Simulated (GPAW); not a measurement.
# Magnetic state of free-standing square Ni monolayer, spacing 2.48 A from several starts

Aim: find out whether free-standing square Ni monolayer, spacing 2.48 A carries moments, and which collinear order costs least.

Calculated with GPAW 26.7.0; LDA; plane waves with GPAW's PAW setups, scalar-relativistic.

### 1. The starting structure

The cell holds 1 atom: 1 Ni. Cell: a = 2.480 Å, b = 2.480 Å, c = 14.000 Å, α = 90.0°, β = 90.0°, γ = 90.0°. model lattice. Vacuum lies along c.

Coordinates:

```
Ni
1.0
     2.48000    0.00000    0.00000
     0.00000    2.48000    0.00000
     0.00000    0.00000   14.00000
Ni
1
Cartesian
  0.0000 0.0000 7.0000
```

### 2. Start 1: ferro +

The parallel start comes first: it fits the smallest cell, keeps the most symmetry and shows whether parallel moments form.

order1.py

```python
import json
import numpy as np
from ase import Atoms
from ase.parallel import paropen, parprint
from gpaw import GPAW

atoms = Atoms(['Ni'],
    cell=[[2.48, 0.0, 0.0],
         [0.0, 2.48, 0.0],
         [0.0, 0.0, 14.0]],
    scaled_positions=[[0.0, 0.0, 0.5]],
    pbc=True,
    magmoms=[1.0])
atoms.calc = GPAW(mode={'name': 'pw', 'ecut': 550},
    xc='LDA',
    kpts={'size': (12, 12, 1), 'gamma': True},
    occupations={'name': 'fermi-dirac', 'width': 0.1},
    convergence={'density': 1e-05, 'energy': 1e-05},
    maxiter=200,
    txt='order1.txt')
e = atoms.get_potential_energy(force_consistent=True)
res = {'free_energy': e, 'energy_sigma0': atoms.get_potential_energy(), 'fermi_energy': atoms.calc.get_fermi_level()}
res['moments'] = atoms.get_magnetic_moments().tolist()
res['total'] = atoms.get_magnetic_moment()
parprint('site moments (muB):', np.round(res['moments'], 3))
parprint(f"total moment: {res['total']:.3f} muB")
parprint(f'free energy: {e:.6f} eV')
atoms.calc.write('order1.gpw')
with paropen('results.json', 'w') as f:
    json.dump(res, f)
```

Command:

```sh
$ OMP_NUM_THREADS=1 python3 order1.py > order1.log
```

Numbers of over 12 decimals in the logs are rounded to 6 here.

Output:

```text
site moments (muB): [0.972]
total moment: 0.947 muB
free energy: -6.134537 eV

--- order1.txt ---
Input parameters:
  mode=PW(ecut=550),
  convergence={'density': 1e-05, 'energy': 1e-05},
  kpts=MonkhorstPack(size=(12, 12, 1), gamma=True),
  maxiter=200,
  occupations=Occupations(name='fermi-dirac', width=0.1),
  xc=XC(name='LDA')

Diagonalizing LCAO Hamiltonian
Converting LCAO to pw mode
   .-----.
  /|     |
 * |     |
 | |     |
 | |     |
 | |     |
 | |     |
 | |     |
 | |     |
 | |     |
 Ni|     |
 | |     |
 | |     |
 | |     |
 | |     |
 | |     |
 | |     |
 | .-----.
 |/     /
 *-----*

Atoms  # Å, Bohr magnetons
|   | symbol |        x |        y |        z |    initial magnetic moments |
|---|--------|----------|----------|----------|-----------------------------|
| 0 |     Ni | 0.000000 | 0.000000 | 7.000000 | ( 0.0000,  0.0000,  1.0000) |

Unit cell  # Å
| periodic |        x |        y |         z |   lengths |    angles |
|----------|----------|----------|-----------|-----------|-----------|
|      yes | 2.480000 | 0.000000 |  0.000000 |  2.480000 | 90.000000 |
|      yes | 0.000000 | 2.480000 |  0.000000 |  2.480000 | 90.000000 |
|      yes | 0.000000 | 0.000000 | 14.000000 | 14.000000 | 90.000000 |

Number of symmetries: 16

BZ-sampling:
  Number of BZ points: 144
  Number of IBZ points: 28

  Monkhorst-Pack size: [12, 12, 1]
  Monkhorst-Pack shift: [0.041667, 0.041667, 0.0]

K-points  # in reciprocal-cell coordinates
|     |                                coordinates |     weight |
|-----|--------------------------------------------|------------|
|   0 | ( -0.00000000,  -0.00000000,   0.00000000) | 0.00694444 |
|   1 | (  0.08333333,  -0.00000000,   0.00000000) | 0.02777778 |
|   2 | (  0.08333333,   0.08333333,   0.00000000) | 0.02777778 |
|   3 | (  0.16666667,  -0.00000000,   0.00000000) | 0.02777778 |
|   4 | (  0.16666667,   0.08333333,   0.00000000) | 0.05555556 |
|   5 | (  0.16666667,   0.16666667,   0.00000000) | 0.02777778 |
|   6 | (  0.25000000,  -0.00000000,   0.00000000) | 0.02777778 |
|   7 | (  0.25000000,   0.08333333,   0.00000000) | 0.05555556 |
|   8 | (  0.25000000,   0.16666667,   0.00000000) | 0.05555556 |
|   9 | (  0.25000000,   0.25000000,   0.00000000) | 0.02777778 |
| ... |                                            |            |
|  27 | (  0.50000000,   0.50000000,   0.00000000) | 0.00694444 |

Plane wave coefficients: 2550
Cutoff: 550.0 eV

Spin-components: 2 (collinear spins)
Bands:           12
Projectors:      6
Spin-degeneracy: 1
Datatype:        complex128

Parallelization:
  kpt:    1
  domain: 1
  band:   1

Density:
  Valence electrons: 16.0
  Components: 2
  Grid points: [14 14 80]
  Charge: 0.0  # |e|

Potential:
  Grid points: [14 14 80]

species:
  Ni:
    name:    Nickel
    Z:       28.0
    valence: 16
    core:    12
    charge:  0.0  # [|e|]
    compensation charges:
      type: gauss
      rc: 0.36  # [Å]
      lmax: 2
    cutoffs:
      filter: 2.14  # [Å]
      core: 1.98  # [Å]
    projectors
    | kind |    occ | energy [eV] | rcut [Å] |
    |------|--------|-------------|----------|
    |   4s |  2.000 |      -5.858 |    1.164 |
    |   3p |  6.000 |     -71.266 |    1.207 |
    |   4p |  0.000 |      -1.338 |    1.207 |
    |   3d |  8.000 |      -9.141 |    1.138 |
    |    s |        |      21.353 |    1.164 |
    |    d |        |      18.071 |    1.138 |

    Using partial waves for Ni as LCAO basis

Reference energy: -41300.595870  # eV

eigensolver:
  PPCG
  Converge bands: occupied
  niter=2

density mixing:
  MSR1-Mixer
  Pratt-step length: 0.05
  Maximum mixing coefficient: 0.75
  Old densities: 10
  SVD Regularization: 0.005
  Good broyden scale: 1.0
  Trust region scale: 1.0
  Backstep threshold: 4.0
  History deletion threshold: 6.0
  Fourier metric: weight=20.0, sigma=0.015

occupation numbers:
  Fermi-Dirac:
    width: 0.1000  # eV

poisson solver:
  ecut: 4400.0  # eV

xc functional:
  name: None

convergence criteria:
- Maximum integral of absolute [dens]ity change: 1e-05 electrons / valence electron
- Maximum [total energy] change in last 3 cyles: 1e-05 eV / valence electron
- Maximum integral of absolute [eigenst]ate change: 4e-08 eV^2 / valence electron
maximum number of iterations: 200

SCF iterations
|iter     |      energy | eigst |  dens |  magmom |
|---------|-------------|-------|-------|---------|
|iter:   1|       0s |   -6.765335 | +0.24 |       |  +1.0008|
|iter:   2|       2s |   -6.428964 | -0.78 | -0.98 |  +0.9847|
|iter:   3|       3s |   -6.090512 | -1.23 | -1.14 |  +0.9617|
|iter:   4|       4s |   -6.083221 | -2.35 | -1.69 |  +0.9573|
|iter:   5|       6s |   -6.084308 | -2.52 | -1.82 |  +0.9515|
|iter:   6|       7s |   -6.085273 | -3.45 | -2.26 |  +0.9503|
|iter:   7|       9s |   -6.086153 | -3.71 | -2.41 |  +0.9471|
|iter:   8|      10s |   -6.086087 | -4.57 | -2.83 |  +0.9462|
|iter:   9|      12s |   -6.086122c| -5.15 | -3.13 |  +0.9461|
|iter:  10|      13s |   -6.086116c| -5.73 | -3.61 |  +0.9464|
|iter:  11|      15s |   -6.086122c| -6.17 | -3.93 |  +0.9470|
|iter:  12|      16s |   -6.086119c| -6.72 | -4.37 |  +0.9471|
|iter:  13|      17s |   -6.086118c| -7.13 | -5.08c|  +0.9472|
|iter:  14|      18s |   -6.086118c| -7.43c| -5.39c|  +0.9472|

Converged in 14 steps
Energy contributions relative to reference atoms: (reference = -41300.595870)

Energy contributions:
  Kinetic:           2.214166
  Coulomb:          -1.095684
  Zero:              0.112786
  External:          0.000000
  Xc:               -7.268966
  Entropy:          -0.096838
  Spinorbit:         0.000000
  ----------------------------
  Free energy:      -6.134537
  Extrapolated:     -6.086118

dipole moment: (-5.027241, -5.027241, 0.000004)  # |e|*Ang

Total magnetic moment: (0.000000, 0.000000, 0.947227)

Local magnetic moments
|        x |        y |        z |
|----------|----------|----------|
| 0.000000 | 0.000000 | 0.972007 |  # Ni   0

Fermi level: -3.663
Eigenvalues  # (at kpt = [-0.000, -0.000, 0.000])
| band index |      eig [eV] | occ [0-1] |      eig [eV] | occ [0-1] |
|------------|---------------|-----------|---------------|-----------|
|          0 |       -66.932 |     1.000 |       -65.831 |     1.000 |
|          1 |       -66.932 |     1.000 |       -65.831 |     1.000 |
|          2 |       -66.628 |     1.000 |       -65.584 |     1.000 |
|          3 |        -8.640 |     1.000 |        -8.489 |     1.000 |
|          4 |        -6.638 |     1.000 |        -5.868 |     1.000 |
|          5 |        -5.293 |     1.000 |        -4.602 |     1.000 |
|          6 |        -4.517 |     1.000 |        -3.500 |     0.162 |
|          7 |        -4.517 |     1.000 |        -3.500 |     0.162 |
|          8 |        -4.362 |     0.999 |        -3.264 |     0.018 |
|          9 |        -2.451 |     0.000 |        -2.438 |     0.000 |
|         10 |         1.353 |     0.000 |         1.366 |     0.000 |
|         11 |         2.459 |     0.000 |         2.456 |     0.000 |

No gap
No difference between direct/indirect transitions
```

Elapsed: 21 s, on 1 MPI rank of Arm Neoverse V2, shared host; peak memory 0.19 GiB.

This step gave:

- magnetization: 0.9472 μB
- final state: ferromagnetic
- largest moment: 0.9720 μB

After 14 cycles the largest moment stands at 0.972 μB.

### 3. Start 2: antiferro q=(0,1/2,0) +-

Reversing part of the moments tests the sign of the couplings between them.

This order needs a doubled cell of 2 atoms. Its mesh is chosen so that both cells sample the same points.

order2.py is the script of step 2 with these lines changed:

```diff
@@ -6,12 +6,13 @@
 
-atoms = Atoms(['Ni'],
+atoms = Atoms(['Ni', 'Ni'],
     cell=[[2.48, 0.0, 0.0],
-         [0.0, 2.48, 0.0],
+         [0.0, 4.96, 0.0],
          [0.0, 0.0, 14.0]],
-    scaled_positions=[[0.0, 0.0, 0.5]],
+    scaled_positions=[[0.0, 0.0, 0.5],
+         [0.0, 0.5, 0.5]],
     pbc=True,
-    magmoms=[1.0])
+    magmoms=[1.0, -1.0])
 atoms.calc = GPAW(mode={'name': 'pw', 'ecut': 550},
     xc='LDA',
-    kpts={'size': (12, 12, 1), 'gamma': True},
+    kpts={'size': (12, 6, 1), 'gamma': True},
     occupations={'name': 'fermi-dirac', 'width': 0.1},
@@ -19,3 +20,3 @@
     maxiter=200,
-    txt='order1.txt')
+    txt='order2.txt')
 e = atoms.get_potential_energy(force_consistent=True)
@@ -27,3 +28,3 @@
 parprint(f'free energy: {e:.6f} eV')
-atoms.calc.write('order1.gpw')
+atoms.calc.write('order2.gpw')
 with paropen('results.json', 'w') as f:
```

Command:

```sh
$ OMP_NUM_THREADS=1 python3 order2.py > order2.log
```

Output:

```text
site moments (muB): [ 0.661 -0.661]
total moment: -0.000 muB
free energy: -12.130842 eV

--- order2.txt ---
Input parameters:
  mode=PW(ecut=550),
  convergence={'density': 1e-05, 'energy': 1e-05},
  kpts=MonkhorstPack(size=(12, 6, 1), gamma=True),
  maxiter=200,
  occupations=Occupations(name='fermi-dirac', width=0.1),
  xc=XC(name='LDA')

Diagonalizing LCAO Hamiltonian
Converting LCAO to pw mode
    .-----.
   /|     |
  / |     |
 *  |     |
 |  |     |
 |  |     |
 |  |     |
 |  |     |
 |  |     |
 |  |     |
 | Ni     |
 Ni |     |
 |  |     |
 |  |     |
 |  |     |
 |  |     |
 |  |     |
 |  .-----.
 | /     /
 |/     /
 *-----*

Atoms  # Å, Bohr magnetons
|   | symbol |        x |        y |        z |    initial magnetic moments |
|---|--------|----------|----------|----------|-----------------------------|
| 0 |     Ni | 0.000000 | 0.000000 | 7.000000 | ( 0.0000,  0.0000,  1.0000) |
| 1 |     Ni | 0.000000 | 2.480000 | 7.000000 | ( 0.0000,  0.0000, -1.0000) |

Unit cell  # Å
| periodic |        x |        y |         z |   lengths |    angles |
|----------|----------|----------|-----------|-----------|-----------|
|      yes | 2.480000 | 0.000000 |  0.000000 |  2.480000 | 90.000000 |
|      yes | 0.000000 | 4.960000 |  0.000000 |  4.960000 | 90.000000 |
|      yes | 0.000000 | 0.000000 | 14.000000 | 14.000000 | 90.000000 |

Number of symmetries: 8

BZ-sampling:
  Number of BZ points: 72
  Number of IBZ points: 28

  Monkhorst-Pack size: [12, 6, 1]
  Monkhorst-Pack shift: [0.041667, 0.083333, 0.0]

Plane wave coefficients: 5079
Cutoff: 550.0 eV

Spin-components: 2 (collinear spins)
Bands:           24
Projectors:      12
Spin-degeneracy: 1
Datatype:        complex128

Parallelization:
  kpt:    1
  domain: 1
  band:   1

Density:
  Valence electrons: 32.0
  Components: 2
  Grid points: [14 27 80]
  Charge: 0.0  # |e|

Potential:
  Grid points: [14 27 80]

[... setups left out ...]
Reference energy: -82601.191740  # eV

eigensolver:
  PPCG
  Converge bands: occupied
  niter=2

density mixing:
  MSR1-Mixer
  Pratt-step length: 0.05
  Maximum mixing coefficient: 0.75
  Old densities: 10
  SVD Regularization: 0.005
  Good broyden scale: 1.0
  Trust region scale: 1.0
  Backstep threshold: 4.0
  History deletion threshold: 6.0
  Fourier metric: weight=20.0, sigma=0.015

occupation numbers:
  Fermi-Dirac:
    width: 0.1000  # eV

poisson solver:
  ecut: 4400.0  # eV

xc functional:
  name: None

convergence criteria:
- Maximum integral of absolute [dens]ity change: 1e-05 electrons / valence electron
- Maximum [total energy] change in last 3 cyles: 1e-05 eV / valence electron
- Maximum integral of absolute [eigenst]ate change: 4e-08 eV^2 / valence electron
maximum number of iterations: 200

SCF iterations
|iter     |      energy | eigst |  dens |  magmom |
|---------|-------------|-------|-------|---------|
|iter:   1|       0s |  -13.432168 | +0.24 |       |  +0.0000|
|iter:   2|       7s |  -12.726864 | -0.68 | -0.96 |  +0.0000|
|iter:   3|      14s |  -12.012692 | -1.21 | -1.10 |  -0.0002|
|iter:   4|      22s |  -11.999407 | -2.29 | -1.61 |  +0.0023|
|iter:   5|      29s |  -12.267382 | -2.28 | -1.73 |  -0.0305|
|iter:   6|      36s |  -11.998575 | -2.50 | -1.06 |  -0.0042|
|iter:   7|      43s |  -12.000307 | -3.55 | -1.84 |  +0.0008|
|iter:   8|      50s |  -12.003347 | -4.11 | -2.20 |  -0.0004|
|iter:   9|      57s |  -12.005368 | -4.03 | -2.34 |  +0.0005|
|iter:  10|      65s |  -12.005440 | -4.30 | -2.59 |  +0.0000|
|iter:  11|      72s |  -12.005302c| -4.92 | -2.63 |  -0.0001|
|iter:  12|      79s |  -12.005100 | -4.67 | -2.90 |  -0.0001|
|iter:  13|      86s |  -12.005041c| -6.22 | -3.62 |  -0.0001|
|iter:  14|      94s |  -12.005033c| -7.10 | -4.17 |  -0.0001|
|iter:  15|     102s |  -12.005025c| -7.89c| -4.67 |  -0.0000|
|iter:  16|     109s |  -12.005024c| -8.38c| -4.97 |  -0.0000|
|iter:  17|     113s |  -12.005024c| -8.00c| -5.24c|  -0.0000|

Converged in 17 steps
Energy contributions relative to reference atoms: (reference = -82601.191740)

Energy contributions:
  Kinetic:           4.344978
  Coulomb:          -2.008092
  Zero:              0.224503
  External:          0.000000
  Xc:              -14.440595
  Entropy:          -0.251637
  Spinorbit:         0.000000
  ----------------------------
  Free energy:     -12.130842
  Extrapolated:    -12.005024

dipole moment: (-10.041043, -10.041041, 0.000007)  # |e|*Ang

Total magnetic moment: (0.000000, 0.000000, -0.000007)

Local magnetic moments
|        x |        y |         z |
|----------|----------|-----------|
| 0.000000 | 0.000000 |  0.660558 |  # Ni   0
| 0.000000 | 0.000000 | -0.660564 |  # Ni   1

Fermi level: -3.748
Eigenvalues  # (at kpt = [-0.000, 0.000, 0.000])
| band index |      eig [eV] | occ [0-1] |      eig [eV] | occ [0-1] |
|------------|---------------|-----------|---------------|-----------|
|          0 |       -66.754 |     1.000 |       -66.754 |     1.000 |
|        ... |               |           |               |           |
|          7 |        -6.366 |     1.000 |        -6.366 |     1.000 |
|          8 |        -5.944 |     1.000 |        -5.944 |     1.000 |
|          9 |        -5.446 |     1.000 |        -5.446 |     1.000 |
|         10 |        -4.971 |     1.000 |        -4.971 |     1.000 |
|         11 |        -4.652 |     1.000 |        -4.652 |     1.000 |
|         12 |        -4.295 |     0.996 |        -4.295 |     0.996 |
|         13 |        -4.101 |     0.971 |        -4.101 |     0.971 |
|         14 |        -3.840 |     0.715 |        -3.840 |     0.715 |
|         15 |        -3.595 |     0.177 |        -3.595 |     0.177 |
|         16 |        -3.501 |     0.078 |        -3.501 |     0.078 |
|         17 |        -2.429 |     0.000 |        -2.429 |     0.000 |
|         18 |        -2.268 |     0.000 |        -2.268 |     0.000 |
|         19 |         0.431 |     0.000 |         0.431 |     0.000 |
|         20 |         1.356 |     0.000 |         1.356 |     0.000 |
|         21 |         2.453 |     0.000 |         2.453 |     0.000 |
|         22 |         2.856 |     0.000 |         2.856 |     0.000 |
|         23 |         3.222 |     0.000 |         3.222 |     0.000 |

No gap
No difference between direct/indirect transitions
```

Run time: 2.1 min. Hardware: 1 MPI rank; peak memory 0.32 GiB.

This step gave:

```yaml
magnetization: 0 μB
final_state: antiferromagnetic
largest_moment: 0.6606 μB
```

It lies 69.1 meV a seeded atom over the first start, and its largest moment is 0.661 μB against 0.972 μB.

(Continued in part 2 of 2.)

[Logs and program files are shortened in this print: banners, set-up blocks, solver, clock and traceback lines can be left out without a mark of their own.]

[Logs are printed without paths, hosts, clocks, repeated set-up lines and the standing remarks that a program may print on its own settings, such as how far it seeks lower states.]

[Hosts, paths, dates, database ids (printed as entryN), source tags and the programs' standing remarks are cut or masked in the printed files.]

[Where a cell is said to come from a database of computed structures, the database is the Materials Project.]
